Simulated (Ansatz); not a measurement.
# SrB4 (built on the sites of a database entry of SrIn4): a soft mode frozen in

Wanted: the energy along a soft mode of SrB4 (built on the sites of a database entry of SrIn4) and the structure at the end.

Method: DFT PBEsol, scalar-relativistic, plane waves, PAW, in Ansatz 0.2.0.

The structure was built from a prototype and need not be the compound's stable phase.

### Step 1. Set-up

It takes space group I4/mmm (No. 139, tetragonal). The conventional cell has a = 3.146 Å, b = 3.146 Å, c = 10.522 Å, α = 90.00°, β = 90.00°, γ = 90.00°. Nearest to Sr lie 16 B at 2.83 to 3.06 Å and 4 Sr at 3.15 Å. Nearest to B lie 8 B at 1.80 to 2.22 Å and 4 Sr at 3.06 Å. Nearest to B lie 8 B at 1.80 to 2.84 Å and 4 Sr at 2.83 Å. Farther neighbours are not listed.

### Step 2. Phonons on a q mesh

The cell comes from relaxations at this level that are not shown. Stability and thermal properties need the whole zone. Linear response on a 2×2×2 q mesh gives force constants as far as a supercell of that size would.

File input.yaml:

```yaml
crystal:
  lattice:
    - [-1.5728358157, 1.5728358157, 5.2610765084]
    - [1.5728358157, -1.5728358157, 5.2610765084]
    - [1.5728358157, 1.5728358157, -5.2610765084]
  atoms:
    - { symbol: Sr, position: [0.0, 0.0, 0.0] }
    - { symbol: B, position: [0.25, 0.75, 0.5] }
    - { symbol: B, position: [0.75, 0.25, 0.5] }
    - { symbol: B, position: [0.3339941831, 0.3339941831, 0.0] }
    - { symbol: B, position: [0.6660058169, 0.6660058169, 0.0] }
kpoints:
  mp_grid: { grid: [16, 16, 16] }
hamiltonian:
  xc: pbesol
scf:
  occupations: { method: methfessel_paxton, width: 0.2 }
output:
  eigenvalues: true
phonons:
  method: dfpt
  qmesh: [2, 2, 2]
  temperatures: { t_max: 1000, t_step: 50 }
  qpath:
    path:
      - [[0.0, 0.0, 0.0], [0.0, 0.0, 0.5], [0.25, 0.25, 0.25], [0.0, 0.5, 0.0], [0.0, 0.0, 0.0], [0.5, 0.5, -0.5], [0.27234383, 0.72765617, -0.27234383]]
      - [[-0.27234383, 0.27234383, 0.27234383], [0.0, 0.0, 0.0]]
      - [[0.0, 0.0, 0.5], [-0.04468765, 0.04468765, 0.5]]
      - [[0.5, 0.5, -0.04468765], [0.5, 0.5, -0.5]]
    npoints: 10
```

Run with:

```bash
$ ansatz run input.yaml --threads 8 --pin off --max-ram 14336MiB --backend cpu --events-out ev --progress --plain --runs-dir out
```

Numbers of over 12 decimals in the logs are rounded to 6 here.

Output:

```text
Warning: phonons: the dynamical matrix that this run interpolates holds no multipole term above the dipole-dipole one, and a site of this crystal is no centre of inversion, so its interpolated transverse optical and acoustic branches and sound speeds can stay off near Gamma, and the density of states and the thermodynamics with them. What a run solves at a wave vector of phonons.qpoints, Gamma apart, where the deck admits one, is free of this, and under fd what a larger phonons.supercell samples
Engine: ansatz 0.2.0, aarch64-unknown-linux-gnu
Pseudopotentials: kind: paw
Pseudopotential: Sr, paw, valence charge 10, recommended cutoff 420 eV (normal), Sr.paw.azcp
Pseudopotential: B, paw, valence charge 3, recommended cutoff 420 eV (normal), B.paw.azcp
Functional definition: PBEsol
  exchange = pbesol_x
  correlation = pbesol_c
Crystal: 5 atoms, lattice volume = 52.060 Å³
Basis set: ecut = 420 eV, 1037 PW (Γ), exchange–correlation on 80×80×80 points (8 copies of the dense FFT grid, shifted against one another)
Bands: 16, of which v1, the nominal top of the filled ones, is band 11 counted from 1 (10 counted from 0)
Symmetry: 16 space group operations
k-points: 349 of 4096
Non-local potential: Sr, projectors of the file, l = 0: 3, l = 1: 2, l = 2: 2
Non-local potential: B, projectors of the file, l = 0: 2, l = 1: 2, l = 2: 1
PAW form: soft (Blöchl's): semilocal exchange-correlation on the pseudo side does not see the compensation charge
PAW frozen core: Sr, regenerated for the run's functional, and the local potential with it (the file was generated under x = pbe(κ = 0.804, μ = 0.219515), c = pbe(β = 0.066725))
PAW frozen core: B, regenerated for the run's functional, and the local potential with it (the file was generated under x = pbe(κ = 0.804, μ = 0.219515), c = pbe(β = 0.066725))
PAW one-centre angular grid: Sr, 110 points (default); XC on 64 Gauss nodes
PAW one-centre angular grid: B, 110 points (default); XC on 64 Gauss nodes
Initial density: superposition of atomic densities (neutral atoms: chi_scale 0, normalization atom), corrected by the library's trained network
Initial wavefunctions: pseudopotential atomic-orbital guess
Functional: x = pbesol(κ = 0.804, μ = 0.123457), c = pbesol(β = 0.046)
SCF iter   1: F=—  HF=-4101.566248 eV  |F-HF|=—  |Δ(HF+E_count)|=         —  Δρ=5.47e-3  dr2=1.52e-2  ethr=1.77e-3  ⟨swp⟩=7.1  Hψ=37408  notcnv=0
preconditioner: auto → Kerker (q_TF=auto, 2.363 Å⁻¹)  [metal: Δε(μ)=0.002 eV  Ē_g=12.641 eV  σ=0.200 eV  W_gap=0.01  n_scr=10 (ndim 8)  ℏωp=23.0 eV  f_vac=0.000  D(μ)=2.05/eV (n_scr^D=12)]
SCF iter   2: F=—  HF=-4101.564058 eV  |F-HF|=—  |Δ(HF+E_count)|=   2.19e-3  S|Δr|=    0.00e0  Δρ=3.13e-3  dr2=5.86e-3  ethr=6.91e-5  ⟨swp⟩=2.4  Hψ=11187  notcnv=0
SCF iter   3: F=—  HF=-4101.562783 eV  |F-HF|=—  |Δ(HF+E_count)|=   1.28e-3  S|Δr|=    0.00e0  Δρ=4.42e-4  dr2=7.84e-5  ethr=2.66e-5  ⟨swp⟩=2.5  Hψ=7882  notcnv=0
SCF iter   4: F=—  HF=-4101.562797 eV  |F-HF|=—  |Δ(HF+E_count)|=   1.43e-5  S|Δr|=    0.00e0  Δρ=1.67e-4  dr2=1.16e-5  ethr=3.57e-7  ⟨swp⟩=2.1  Hψ=7994  notcnv=0
SCF iter   5: F=—  HF=-4101.562798 eV  |F-HF|=—  |Δ(HF+E_count)|=   1.09e-6  S|Δr|=    0.00e0  Δρ=2.43e-5  dr2=3.04e-7  ethr=5.26e-8  ⟨swp⟩=2.6  Hψ=8958  notcnv=0
SCF iter   6: F=—  HF=-4101.562798 eV  |F-HF|=—  |Δ(HF+E_count)|=   5.04e-7  S|Δr|=    0.00e0  Δρ=6.02e-6  dr2=2.03e-8  ethr=1.38e-9  ⟨swp⟩=2.5  Hψ=9119  notcnv=0
SCF iter   7: F=—  HF=-4101.562798 eV  |F-HF|=—  |Δ(HF+E_count)|=   3.85e-9  S|Δr|=    0.00e0  Δρ=1.00e-6  dr2=8.02e-10  ethr=9.21e-11  ⟨swp⟩=2.7  Hψ=9340  notcnv=0
SCF iter   8: F=—  HF=-4101.562798 eV  |F-HF|=—  |Δ(HF+E_count)|=  8.19e-12  S|Δr|=    0.00e0  Δρ=2.35e-7  dr2=5.49e-11  ethr=3.64e-12  ⟨swp⟩=2.5  Hψ=9294  notcnv=0
SCF iter   9: F=-4101.562798 eV  HF=-4101.562798 eV  |F-HF|=7.28e-12  |Δ(HF+E_count)|=  9.09e-13  S|Δr|=    0.00e0  Δρ=6.47e-8  dr2=9.81e-12  ethr=1.00e-12  ⟨swp⟩=7.1  Hψ=27492  notcnv=0
the search or the solves at the SCF's close seem to have found levels that the self-consistency loop had missed (the run counts 1). By its estimate they hold under 1e-12 electrons; where the run keeps them, the occupations were computed again with them
SCF 1 converged in 9 iterations: F = -4101.562798 eV  dr2 = 9.81e-12
  greatest PAW one-centre occupation: 0.987 electrons in one spin orbital (limit 2), on the Sr atom at site 0 (counted from 0), in its partial waves of l = 0
Initial density: read from a saved state, or passed on in memory by an earlier SCF of this step, an earlier step, the calling program or the single point that the run made first
iter 1 solved again at ethr=2.45e-6 eV; its pass at ethr=3.10e-3 eV (dr2=5.40e-4 eV) is discarded
SCF iter   1: F=—  HF=-4101.562798 eV  |F-HF|=—  |Δ(HF+E_count)|=         —  Δρ=1.87e-6  dr2=1.05e-9  ethr=2.45e-6  ⟨swp⟩=3.3  Hψ=53178  notcnv=0
eigensolver tolerance schedule: the retry pair's looser diagonalisation over-reported the residual by 512821.12 of it (diagonalisation noise at an unbounded share of the residual, at the tolerance the schedule requests for it); recorded, not acted on — ethr = c·dr2/N_el stays at c = 1.0e-1
preconditioner: auto → Kerker (q_TF=auto, 2.363 Å⁻¹)  [metal: Δε(μ)=0.002 eV  Ē_g=12.649 eV  σ=0.200 eV  W_gap=0.01  n_scr=10 (ndim 8)  ℏωp=23.0 eV  f_vac=0.000  D(μ)=2.04/eV (n_scr^D=12)]
SCF iter   2: F=—  HF=-4101.562798 eV  |F-HF|=—  |Δ(HF+E_count)|=   2.42e-7  S|Δr|=    0.00e0  Δρ=8.62e-7  dr2=2.16e-10  ethr=4.78e-12  ⟨swp⟩=4.7  Hψ=17739  notcnv=0
SCF iter   3: F=—  HF=-4101.562798 eV  |F-HF|=—  |Δ(HF+E_count)|=  2.55e-11  S|Δr|=    0.00e0  Δρ=5.88e-7  dr2=9.77e-11  ethr=1.00e-12  ⟨swp⟩=1.0  Hψ=5584  notcnv=0
SCF iter   4: F=—  HF=-4101.562798 eV  |F-HF|=—  |Δ(HF+E_count)|=  2.18e-11  S|Δr|=    0.00e0  Δρ=2.80e-7  dr2=2.38e-11  ethr=1.00e-12  ⟨swp⟩=1.0  Hψ=5584  notcnv=0
SCF iter   5: F=-4101.562798 eV  HF=-4101.562798 eV  |F-HF|=2.73e-12  |Δ(HF+E_count)|=  5.46e-12  S|Δr|=    0.00e0  Δρ=1.48e-7  dr2=6.81e-12  ethr=1.00e-12  ⟨swp⟩=3.7  Hψ=18514  notcnv=0
SCF 2 converged in 5 iterations: F = -4101.562798 eV  dr2 = 6.81e-12
phonons: the bands overlap, so this run is a metal and interpolates without the dipole-dipole term. If the crystal is really an insulator or semiconductor, its LO-TO splitting is missing
NSCF: frozen V_eff on 349 k-points
WARN: eigensolver did not converge in 47 slots of this pass, the one above among them; of largest residual over every band (k=241): 1 band(s) unlocked (lowest unlocked band 15, counted from 0; max residual 8.30e-5 eV among the unlocked bands, 8.30e-5 eV over every band); of lowest unlocked band (k=8): band 15
NSCF: frozen V_eff on 621 k-points
DFPT response loops at q = (0, 0, 0) (fractional): preconditioner auto → Kerker (q_TF=auto, 2.363 Å⁻¹) (partly filled bands, converged f_vac=0.000); β = 1.00, the filter's whole step (`scf.mixing.beta` (0.50) is not read by the response loops under this deck's `scf.mixing.preconditioner`; to damp them name `kerker` or `kerker_dos`, under which they read `scf.mixing.beta`, and type it under 1.00, their step now; both keys bind the ground state too); Broyden in place of MSR1
NSCF: frozen V_eff on 2196 k-points
DFPT response loops at q = (0, 0, -0.5) (fractional): mixed as the last ones told, above
NSCF: frozen V_eff on 2196 k-points
DFPT response loops at q = (0, -0.5, 0) (fractional): mixed as the last ones told, above
NSCF: frozen V_eff on 1242 k-points
DFPT response loops at q = (-0.5, -0.5, -0.5) (fractional): mixed as the last ones told, above
SCF converged after 9 iterations
Stability not checked: this state was not tested for a lower state beside it, because cold or Methfessel-Paxton smearing, or corrected tetrahedra, fill the levels in a way that the test cannot read (fill_not_monotonic; see scf.lower_state_search)
Free energy (F): -4101.562798 eV
Harris-Foulkes:  -4101.562798 eV  (|F-HF|=7.28e-12)
Internal energy: -4101.561867 eV  (E = F + TS)
E sigma→0 (E₀):  -4101.562565 eV
Entropy (-TS):   -0.000930 eV (-0.186 meV/atom)
Fermi energy:    11.236916 eV
--- Per-component energies (eV) ---
  E_band       = -2.358244
  E_kinetic    = 441.971197
  E_local      = -563.998318  (includes V_loc(G=0)·N_el)
  E_nonlocal   = 248.815184
  E_hartree    = 119.302770
  E_xc         = -300.927321
  E_vxc        = -315.827393  (∫ρ·V_xc dr)
  E_paw        = -2945.986565  (= ΣΔE_a)
  E_vpaw       = -51.924453  (= ΣTr[D̂ρ^β])
  E_aug_tail   = -0.000014  (compensation charges beyond the density's cutoff)
  E_ewald      = -1100.931991
  E_core_change = 0.193191  (= ΣΔE_core)
  E_smearing   = -0.000930  (= −TS)
  E_closure    = -0.000000  (closes the sum)
  Σ components = -4101.562798   (vs F -4101.562798, Δ=0.00e0)
--- Band table (eV; the first three rows and the last of 349) ---
  k-point 0: bands = [... 7 lower, 6.0054, 7.3542, 11.8692, 11.8718, 12.5150, 12.9726, 12.9726, 15.4009, ... 1 higher]
  k-point 1: bands = [... 7 lower, 5.8867, 7.5343, 11.4801, 12.2398, 12.5913, 12.7185, 13.3641, 15.5361, ... 1 higher]
  k-point 2: bands = [... 7 lower, 5.6767, 8.0071, 10.7789, 11.6044, 13.0638, 13.1954, 14.1425, 15.8621, ... 1 higher]
  k-point 348: bands = [... 7 lower, 6.1467, 10.2392, 10.8688, 10.9749, 12.0865, 12.5131, 12.5131, 14.2898, ... 1 higher]
--- Phonons (Γ-DFPT): 6 representative perturbations + reference (Σ response iterations 18) ---
  ASR residual: 2.099e-5 → 0.000e0 eV/Å²; symmetrization residual: 5.684e-7 eV/Å²
  ASR residual per site (eV/Å²): 2.10e-5 9.99e-6 9.99e-6 3.74e-6 3.74e-6
  Γ frequencies (cm⁻¹): -449.69 -449.69 0.00 0.00 0.00 212.24 230.80 230.80 254.97 596.42 634.60 667.47 667.47 747.59 747.59
--- Phonons (arbitrary-q DFPT): 4 irreducible q on the 2×2×2 mesh ---
  q = [0.0000, 0.0000, 0.0000] (star 1, of the zone-centre solve; hermiticity 9.99e-8, symmetrization 9.52e-15): -449.69 -449.69 -0.00 0.00 0.00 212.24 230.80 230.80 254.97 596.42 634.60 667.47 667.47 747.59 747.59
  q = [0.0000, 0.0000, -0.5000] (star 2, 6 solved perturbations in 5157 linear systems a pass and spin channel, the states on 1098 of 4096 k-point pairs; hermiticity 2.82e-7, symmetrization 1.11e-7): 61.18 149.11 160.39 180.59 182.64 406.72 414.17 555.18 557.32 569.86 571.20 602.74 625.00 684.60 687.96
  q = [0.0000, -0.5000, 0.0000] (star 4, 9 solved perturbations on 1098 of 4096 k-point pairs; hermiticity 1.54e-6, symmetrization 7.68e-7): -275.58 -244.91 66.17 118.12 154.20 254.25 283.94 329.07 353.55 582.85 599.94 672.03 687.54 688.27 694.79
  q = [-0.5000, -0.5000, -0.5000] (star 1, 6 solved perturbations in 2910 linear systems a pass and spin channel, the states on 621 of 4096 k-point pairs; hermiticity 1.03e-7, symmetrization 7.45e-14): -459.53 -459.53 128.45 128.48 128.48 190.74 194.47 194.47 265.86 578.78 662.74 662.74 687.17 749.06 749.06
  sum rule: each row above includes the acoustic sum rule's correction from the zone centre's row sums; it moved no ω² by more than (0.50 cm⁻¹)²
  mesh force constants: q→R imaginary residual 1.35e-17; ASR residual 2.099e-5 → 0.000e0 eV/Å²; symmetrization residual 7.105e-15 eV/Å²
  interpolated dispersion: 94 rows × 15 modes
  density of states and harmonic sums: on the 20×20×28 q-mesh, interpolated from the force constants of a 2×2×2 supercell (no non-analytic term)
  largest difference from the sums on the solved wave vectors: F 4.93e-2 eV, S 5.87e-5 and C_V 2.16e-5 eV/K
  zero-point energy: 0.344946 eV/cell   skipped modes (ω ≤ 0): 4670, of them read as no rigid motion or as one in doubt: 4667 (1.757e0 modes/cell left out, lowest -459.53 cm⁻¹)   left out of the sums: 1.17e-1 of the cell's modes: C_V's classical limit lies that fraction below 3 k_B per atom; for a crystal, a wire or a layer, F and S can be off by more, and a phonons.interpolated_qmesh denser along its periods is the remedy for the sampling
```

Wall time 6.2 min (8 threads of Arm Neoverse V1, shared host); peak memory 2.5 GiB; 48 min of CPU time.

This step gave:

```
volume per atom                                         : 10.41 Å³
gap on the k-mesh                                       : 0 eV
sum-rule residual before enforcement                    : 2.10e-5 eV/Å²
lowest frequency on the path                            : -459.5 cm⁻¹
point group                                             : 4/mmm
highest frequency on the path or at a solved wavevector : 751.9 cm⁻¹
highest optical mode at the zone centre (no LO-TO term) : 747.6 cm⁻¹
lowest optical zone-centre mode                         : -449.7 cm⁻¹
lowest mode on the q mesh (acoustic modes at Γ apart)   : -459.5 cm⁻¹
```

Frequencies (cm⁻¹) solved at each irreducible wavevector; negative means imaginary. Frequencies by wavevector, by row:

| q in reciprocal lattice units | star | mode 1 | mode 2 | mode 3 | mode 4 | mode 13 | mode 14 | mode 15 |
| --- | --- | --- | --- | --- | --- | --- | --- | --- |
| 0 0 0 | 1 | -449.7 | -449.7 | 0 | 0 | 667.5 | 747.6 | 747.6 |
| 0 0 -0.5 | 2 | 61.2 | 149.1 | 160.4 | 180.6 | 625 | 684.6 | 688 |
| 0 -0.5 0 | 4 | -275.6 | -244.9 | 66.2 | 118.1 | 687.5 | 688.3 | 694.8 |
| -0.5 -0.5 -0.5 | 1 | -459.5 | -459.5 | 128.4 | 128.5 | 687.2 | 749.1 | 749.1 |

Interpolated from a 2×2×2 q mesh, rough between the solved points. The phonon branches at the labelled points (cm⁻¹):

| point | branch 1 | branch 2 | branch 3 | branch 4 | branch 12 | branch 13 | branch 14 | branch 15 |
| --- | --- | --- | --- | --- | --- | --- | --- | --- |
| Γ | -450 | -450 | 0 | 0 | 668 | 668 | 748 | 748 |
| halfway | -252 | 102 | 107 | 131 | 668 | 684 | 707 | 723 |
| X | 61 | 149 | 160 | 181 | 603 | 625 | 685 | 688 |
| halfway | 66 | 139 | 164 | 179 | 600 | 627 | 685 | 688 |
| P | 71 | 130 | 172 | 172 | 598 | 629 | 686 | 686 |
| halfway | -105 | -102 | 116 | 148 | 640 | 661 | 695 | 697 |
| N | -276 | -245 | 66 | 118 | 672 | 688 | 688 | 695 |
| halfway | -401 | -191 | -51 | 99 | 670 | 679 | 728 | 736 |
| Γ | -450 | -450 | 0 | 0 | 668 | 668 | 748 | 748 |
| halfway | -455 | -455 | 81 | 81 | 665 | 667 | 748 | 748 |
| M | -460 | -460 | 128 | 128 | 663 | 687 | 749 | 749 |
| halfway | -415 | -251 | 87 | 116 | 667 | 672 | 732 | 747 |
| S | -290 | -230 | 76 | 118 | 664 | 685 | 698 | 698 |
| jump to S0 | -290 | -230 | 76 | 118 | 664 | 685 | 698 | 698 |
| halfway | -392 | -114 | -74 | 106 | 672 | 680 | 725 | 731 |
| Γ | -450 | -450 | 0 | 0 | 668 | 668 | 748 | 748 |
| jump to X | 61 | 149 | 160 | 181 | 603 | 625 | 685 | 688 |
| halfway | 60 | 142 | 165 | 180 | 603 | 627 | 685 | 688 |
| R | 57 | 129 | 172 | 180 | 603 | 632 | 688 | 688 |
| jump to G′ | 57 | 129 | 172 | 180 | 603 | 632 | 688 | 688 |
| halfway | -294 | -63 | 34 | 139 | 664 | 680 | 725 | 728 |
| M | -460 | -460 | 128 | 128 | 663 | 687 | 749 | 749 |

Symmetry leaves 4 wavevectors to solve. The lowest mode among them, the acoustic zeros apart, lies at q = (-0.5, -0.5, -0.5) and is imaginary, 459.5i cm⁻¹, so the energy falls along it.

### Step 3. The mode frozen in, largest atomic shift 0 Å

The mode followed lies at q = (-0.5, -0.5, -0.5) with frequency 459.5i cm⁻¹ and is 2-fold degenerate, the softest among the wavevectors solved. At small amplitude the distorted cell has space group no. 63 by a symmetry search on the positions. The undistorted cell that holds it gives the zero of energy on the same k mesh.

System of this step: SrB4 (built on the sites of a database entry of SrIn4). The structure is tetragonal, space group I4/mmm (No. 139). The conventional cell has a = 3.146 Å, b = 3.146 Å, c = 10.522 Å, α = 90.00°, β = 90.00°, γ = 90.00°. Nearest to Sr lie 16 B at 2.83 to 3.06 Å and 4 Sr at 3.15 Å. Nearest to B lie 8 B at 1.80 to 2.22 Å and 4 Sr at 3.06 Å. B has 8 B at 1.80 to 2.84 Å and 4 Sr at 2.83 Å nearest. Farther neighbours are not listed.

File input.yaml:

```yaml
crystal:
  lattice:
    - [0.0, -3.1456716314, 0.0]
    - [-3.1456716314, 0.0, 0.0]
    - [0.0, 0.0, -10.5221530169]
  atoms:
    - { symbol: Sr, position: [0.5, 0.5, 0.5] }
    - { symbol: Sr, position: [1.0, 1.0, 0.0] }
    - { symbol: B, position: [0.5, 1.0, 0.25] }
    - { symbol: B, position: [0.0, 0.5, 0.75] }
    - { symbol: B, position: [1.0, 0.5, 0.25] }
    - { symbol: B, position: [0.5, 0.0, 0.75] }
    - { symbol: B, position: [0.5, 0.5, 0.1660058169] }
    - { symbol: B, position: [1.0, 1.0, 0.6660058169] }
    - { symbol: B, position: [0.0, 0.0, 0.3339941831] }
    - { symbol: B, position: [0.5, 0.5, 0.8339941831] }
kpoints:
  mp_grid: { grid: [12, 12, 4] }
hamiltonian:
  xc: pbesol
scf:
  occupations: { method: methfessel_paxton, width: 0.2 }
output:
  forces: true
  stress: true
  eigenvalues: true
```

Output:

```text
[...]
Crystal: 10 atoms, lattice volume = 104.119 Å³
Basis set: ecut = 420 eV, 2051 PW (Γ), exchange–correlation on 48×48×144 points (8 copies of the dense FFT grid, shifted against one another)
Bands: 32, of which v1, the nominal top of the filled ones, is band 22 counted from 1 (21 counted from 0)
Symmetry: 32 space group operations
[...]
k-points: 84 of 576
[...]
k-point 0: bands = [... 18 lower, 10.8693, 10.9766, 11.8632, 11.8811, 12.0989, 12.5197, 12.5197, 12.5305, ... 6 higher]
  k-point 1: bands = [... 18 lower, 11.0332, 11.4833, 11.7227, 12.2114, 12.3637, 12.4481, 12.5863, 12.5863, ... 6 higher]
  k-point 2: bands = [... 18 lower, 11.2027, 11.2027, 12.2475, 12.2475, 12.7487, 12.7487, 12.7487, 12.7487, ... 6 higher]
  k-point 83: bands = [... 18 lower, 7.5249, 7.5249, 7.7345, 7.7345, 10.7130, 10.7130, 16.0294, 16.0294, ... 6 higher]
[key lines of the parts left out:]
SCF converged after 6 iterations
Free energy (F): -8203.128269 eV
Fermi energy:    11.239999 eV
P = ⅓ Tr σ = 0.0727 GPa (0.727 kbar)
```

The job ended after 2.4 s (8 threads; peak memory 0.61 GiB; 17 s of CPU time).

This step gave:

* pressure: 0.07268 GPa
* energy from the undistorted cell: 0 meV/atom

The run ends at a pressure of 0.07 GPa, with forces up to 0.053 eV/Å.

(Part 1 of 2 ends here.)

[Logs are printed without paths, hosts, clocks, repeated set-up lines and the standing remarks that a program may print on its own settings, such as how far it seeks lower states.]

[Hosts, paths, dates, database ids (printed as entryN), source tags and the programs' standing remarks are cut or masked in the printed files.]
